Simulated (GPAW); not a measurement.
## Optical response of TaN

Aim: the dielectric function of TaN, and the optical constants that follow from it.

Method: DFT, LDA, plane-wave PAW (GPAW data sets), scalar-relativistic, RPA, optical limit, in GPAW 26.7.0.

### 1. The structure

It takes space group Fm-3m (No. 225, cubic). The conventional cell has a = 4.358 Å, b = 4.358 Å, c = 4.358 Å, α = 90.00°, β = 90.00°, γ = 90.00°. Ta has 6 N at 2.18 Å nearest. Nearest to N lie 6 Ta at 2.18 Å. Farther neighbours and most contacts between anions are not listed.

Structure file:

```cif
data_structure
_symmetry_space_group_name_H-M 'P 1'
_symmetry_Int_Tables_number 1
_cell_length_a 3.0816
_cell_length_b 3.0816
_cell_length_c 3.0816
_cell_angle_alpha 60.000
_cell_angle_beta 60.000
_cell_angle_gamma 60.000
_cell_volume 20.69
loop_
_atom_site_label
_atom_site_type_symbol
_atom_site_fract_x
_atom_site_fract_y
_atom_site_fract_z
_atom_site_occupancy
Ta1 Ta 0.50000 0.50000 0.50000 1
N2 N 0.00000 0.00000 0.00000 1
```

### 2. Bands for the response

The response needs many more empty bands than the density does.

This step: DFT, LDA, plane-wave PAW (GPAW data sets), scalar-relativistic, bands at fixed density (GPAW 26.7.0).

File nscf.py:

```python
from ase.dft.bandgap import bandgap
from gpaw import GPAW, FermiDirac

calc = GPAW('gs.gpw').fixed_density(kpts={'size': (14, 14, 14), 'gamma': True}, nbands=28, convergence={'bands': 22},
                                    occupations=FermiDirac(0.05), txt='nscf.txt')
print('gap (eV)', bandgap(calc, output=None)[0])
print('direct gap (eV)', bandgap(calc, direct=True, output=None)[0])
print('top band over the Fermi level (eV)', min(calc.get_eigenvalues(kpt=k)[21] for k in range(len(calc.get_ibz_k_points()))) - calc.get_fermi_level())
calc.write('full.gpw', mode='all')
```

Launch:

```bash
OMP_NUM_THREADS=1 python nscf.py
```

Numbers of over 12 decimals in the logs are rounded to 6 here.

Log:

```text
Diagonalizing LCAO Hamiltonian
Converting LCAO to pw mode
convergence criteria:
- Maximum integral of absolute [eigenst]ate change: 4e-08 eV^2 / valence electron
maximum number of iterations: 150

SCF iterations
|iter     |      energy | eigst |  dens |
|iter:   1||             | +2.70 |       |
|iter:   2||             | +0.61 |       |
|iter:   3||             | -1.25 |       |
|iter:   4||             | -3.06 |       |
|iter:   5||             | -4.94 |       |
|iter:   6||             | -6.73 |       |
|iter:   7||             | -7.92c|       |
SCF steps: 7
  __  _  _
 | _ |_)|_||  |
 |__||  | ||/\| - 26.7.0

Versions:
  Python: 3.12.14
  ASE:    3.29.0
  Numpy:  2.5.5
  Scipy:  1.18.1
  Libxc:  7.0.0

Input parameters:
  mode=PW(ecut=500.0),
  convergence={'bands': 22},
  gpts=array([16, 16, 16]),
  kpts=MonkhorstPack(size=(14, 14, 14), gamma=True),
  maxiter=150,
  nbands=28,
  occupations=Occupations(name='fermi-dirac', width=0.05, fixmagmom=False),
  parallel={},
  xc=XC(name='LDA')

--- standard output ---
gap (eV) 0.0
direct gap (eV) 0.0
top band over the Fermi level (eV) 27.446987
```

The job ended after 20 s (1 thread of Arm Neoverse V1, shared host; peak memory 0.16 GiB).

### 3. Dielectric function, RPA

Transitions between filled and empty bands, summed over the zone, give the optical response, so mesh, band count and broadening shape it.

The induced potential is part of this response.

This step: DFT, LDA, plane-wave PAW (GPAW data sets), scalar-relativistic, RPA, optical limit (GPAW 26.7.0).

File df.py:

```python
from gpaw.response.df import DielectricFunction

df = DielectricFunction('full.gpw', frequencies={'type': 'nonlinear', 'domega0': 0.03, 'omega2': 8},
                        ecut=50,
                        eta=0.15,
                        nbands=22,
                        rate=0.05,
                        txt='df.txt')
for direction in ['x']:
    df.get_dielectric_function(xc='RPA', direction=direction, filename=f'df_{direction}.csv')
```

Launch:

```bash
OMP_NUM_THREADS=1 python df.py
```

Log:

```text
Using integrator: PointIntegrator
NonLinearFrequencyDescriptor(from 0.000 to 101.651 eV, 542 points)
Nonperiodic BCs:  [False False False]
Using integrator: PointIntegrator
NonLinearFrequencyDescriptor(from 0.000 to 101.651 eV, 542 points)
Nonperiodic BCs:  [False False False]
Using integrator: PointIntegrator

Calculating chi0 body with:
    Ground state adapter containing:
    Number of spins: 1
    Number of kpoints: 2744
    Number of irreducible kpoints: 104
    Number of completely occupied states: 8
    Number of partially occupied states: 13

    Linear response parametrization:
    q_c: [0.0, 0.0, 0.0]
    Number of frequency points: 542
    Planewave cutoff: 50.0
    Number of bands: 22
    Number of planewaves: 15
    Broadening (eta): 0.15

Integrating chi0 body.

Symmetries of q_c:
    Direct symmetries (Uq -> q): 48
    Indirect symmetries (TUq -> q): 0
In total 48 allowed symmetries.

104 groups of equivalent kpoints. 96.209913% reduction.

Integral kind: spectral function

Calculating chi0 optical extensions with:
    Ground state adapter containing:
    Number of spins: 1
    Number of kpoints: 2744
    Number of irreducible kpoints: 104
    Number of completely occupied states: 8
    Number of partially occupied states: 13

    Linear response parametrization:
    Number of frequency points: 542
    Planewave cutoff: 50.0
    Number of bands: 22
    Number of planewaves: 15
    Broadening (eta): 0.15
Integrating chi0 head and wings.

Symmetries of q_c:
    Direct symmetries (Uq -> q): 48
    Indirect symmetries (TUq -> q): 0
In total 48 allowed symmetries.

104 groups of equivalent kpoints. 96.209913% reduction.

Integral kind: spectral function wings

Calculating drude chi0 with:
    Number of frequency points:542
    Plasma frequency decay rate: 0.05 eV

    Ground state adapter containing:
    Number of spins: 1
    Number of kpoints: 2744
    Number of irreducible kpoints: 104
    Number of completely occupied states: 8
    Number of partially occupied states: 13

Symmetries of q_c:
    Direct symmetries (Uq -> q): 48
    Indirect symmetries (TUq -> q): 0
In total 48 allowed symmetries.

104 groups of equivalent kpoints. 96.209913% reduction.

Integral kind: intraband
Plasma frequency:
[[9.85+0.j 0.  +0.j 0.  +0.j]
 [0.  -0.j 9.85+0.j 0.  -0.j]
 [0.  +0.j 0.  +0.j 9.85+0.j]]
```

Elapsed: 7.6 s, on 1 thread; peak memory 0.21 GiB.

Some rows of df_x.csv (energy; Re and Im without local fields; Re and Im with them):

```text
0.000000, 40085.019098, 0.000000, 40084.991561, 0.000000
0.460735, -577.910056, 276.513919, -577.992681, 276.585864
0.943989, -151.148419, 31.528122, -151.226366, 31.530368
1.451455, -59.442651, 12.697437, -59.509429, 12.695871
1.984998, -30.433824, 7.719044, -30.511707, 7.735567
2.546682, -16.878788, 3.785588, -16.959021, 3.791020
3.138794, -8.507666, 2.268871, -8.592882, 2.267185
3.763875, -3.314856, 2.867450, -3.408210, 2.856983
4.424758, -0.402862, 2.918828, -0.478217, 2.912779
5.124608, 1.104159, 4.893533, 1.046343, 4.867445
5.866977, 3.137806, 4.659583, 3.076162, 4.612127
6.655862, 2.229384, 7.193675, 2.213992, 7.225908
7.495775, 1.352473, 7.181050, 1.273879, 7.226033
8.391833, 1.285068, 7.912272, 1.194282, 7.913260
9.349861, 0.129990, 6.750938, 0.043875, 6.794042
10.376517, -1.296766, 6.399942, -1.448504, 6.468241
11.479449, -1.139584, 5.211874, -1.407129, 5.185752
12.667487, -3.275975, 3.139771, -3.370519, 3.030166
13.950874, -1.729848, 2.125356, -1.808806, 1.987457
```

Sum at mesh points, not converged in k. The Im ε, E ∥ x by photon energy; read off at these points:

```csv
photon energy (eV),"Im ε, E ∥ x"
0.5,221
1.0,26.8
1.5,12.1
2.0,7.63
2.5,3.90
3.0,2.35
3.5,2.58
4.0,2.74
4.5,2.83
5.0,4.80
5.5,4.63
6.0,5.27
6.5,6.92
7.0,6.42
7.5,7.21
8.0,6.46
8.5,7.74
9.0,6.46
9.5,6.62
10.0,6.82
10.5,6.06
11.0,5.57
11.5,5.28
12.0,4.93
12.5,3.61
13.0,2.53
13.5,1.65
```

Values under 1 per cm are given as 1; sum at mesh points, not converged in k. Absorption coefficient, E ∥ x against photon energy:

```csv
photon energy (eV),"absorption coefficient, E ∥ x (1/cm)"
0.492,1.2e6
1.010,1.2e6
1.486,1.1e6
1.985,1.1e6
2.508,1.1e6
3.018,9.8e5
3.510,8.1e5
3.980,7.3e5
4.516,5.4e5
4.981,6.7e5
5.515,7.2e5
6.021,7.7e5
6.494,9.7e5
6.985,1.1e6
7.496,1.3e6
8.026,1.3e6
8.516,1.6e6
9.023,1.6e6
9.483,1.8e6
10.026,2.0e6
10.519,2.1e6
11.029,2.1e6
11.479,2.1e6
12.023,2.6e6
12.504,2.7e6
13.000,2.5e6
13.512,2.1e6
```

Sum at mesh points, not converged in k. Table of reflectivity at normal incidence, E ∥ x by photon energy; read off at these points:

```csv
photon energy (eV),"reflectivity at normal incidence, E ∥ x (%)"
0.50,96.6
1.00,96.7
1.50,94.6
2.00,91.7
2.50,91.0
3.00,88.3
3.50,70.7
4.00,51.2
4.50,24.1
5.00,25.1
5.50,24.0
6.00,24.8
6.50,29.9
7.00,30.3
7.50,33.5
8.00,29.7
8.50,36.1
9.00,34.8
9.50,35.9
10.00,39.2
10.50,41.4
11.00,39.8
11.50,38.8
12.00,49.3
12.50,56.1
13.00,56.6
13.34,59.8
13.50,54.3
```

Sum at mesh points, not converged in k. The Im ε, E ∥ x by photon energy; read off at these points:

```csv
photon energy (eV),without local fields,with local fields
0.5,221,221
1.0,26.8,26.8
1.5,12.1,12.1
2.0,7.61,7.63
2.5,3.89,3.90
3.0,2.35,2.35
3.5,2.58,2.58
4.0,2.74,2.74
4.5,2.83,2.83
5.0,4.85,4.80
5.5,4.66,4.63
6.0,5.32,5.27
6.5,6.92,6.92
7.0,6.36,6.42
7.5,7.16,7.21
8.0,6.44,6.46
8.5,7.74,7.74
9.0,6.44,6.46
9.5,6.58,6.62
10.0,6.76,6.82
10.5,6.00,6.06
11.0,5.52,5.57
11.5,5.31,5.28
12.0,5.06,4.93
12.5,3.75,3.61
13.0,2.65,2.53
13.5,1.75,1.65
```

Sum at mesh points, not converged in k. Loss function −Im 1/ε at q → 0, E ∥ x against energy loss; read off at these points:

```csv
energy loss (eV),"loss function −Im 1/ε at q → 0, E ∥ x"
0.50,7.2e-4
1.00,0.00144
1.50,0.00373
2.00,0.00793
2.50,0.0115
3.00,0.0208
3.50,0.0836
4.00,0.194
4.50,0.352
5.00,0.190
5.50,0.192
6.00,0.145
6.50,0.119
7.00,0.145
7.50,0.135
7.73,0.165
8.00,0.140
8.50,0.128
9.00,0.155
9.50,0.151
10.00,0.144
10.50,0.153
11.00,0.167
11.40,0.180
11.50,0.177
12.00,0.144
12.50,0.137
13.00,0.165
13.50,0.237
```

At chosen wavelengths:

```csv
wavelength (nm),n,k,R (%),1/α
800,0.78,7.266,94.4,8.8 nm
633,0.70,5.640,91.9,8.9 nm
405,0.37,3.110,87.2,10 nm
365,0.48,2.466,76.9,12 nm
308,0.77,1.734,50.0,14 nm
248,1.80,1.331,25.1,15 nm
193,2.32,1.392,28.4,11 nm
```

A polished face would reflect 91 % of daylight and look near white (CIE x = 0.315, y = 0.332 under D65).

### 4. Results

At this level (LDA, RPA) TaN is a metal. The mesh is too coarse to trust the carriers' weight, the reflectivity or the colour to better than tens of per cent. A polished face would reflect 91 % of daylight and look near white (CIE x = 0.315, y = 0.332 under D65). The carriers' damping of 0.05 eV is typed, not computed; it shapes the response at the lowest energies. Spin-orbit coupling is left out although heavy atoms are present. In this version of GPAW the matrix elements of the optical limit are incomplete, which can lower ε − 1 by up to a tenth where first-row anions or d states rule, and shift it by more in d metals. GPAW's carrier term has the form −ωp²/(ω + i·rate)², which damps like twice the rate and fails at low energy, so the curves leave the lowest energies out. The sum runs over mesh points 0.18 Å⁻¹ apart with no interpolation, so peaks are partly noise of the mesh, and the Drude plasma energy, a sum over the Fermi surface, isn't converged.

[Machine, clock and banner lines and Python warnings are left out of the logs.]

[Logs are printed without paths, hosts, clocks, repeated set-up lines and the standing remarks that a program may print on its own settings, such as how far it seeks lower states.]

[Hosts, paths, dates, database ids (printed as entryN), source tags and the programs' standing remarks are cut or masked in the printed files.]
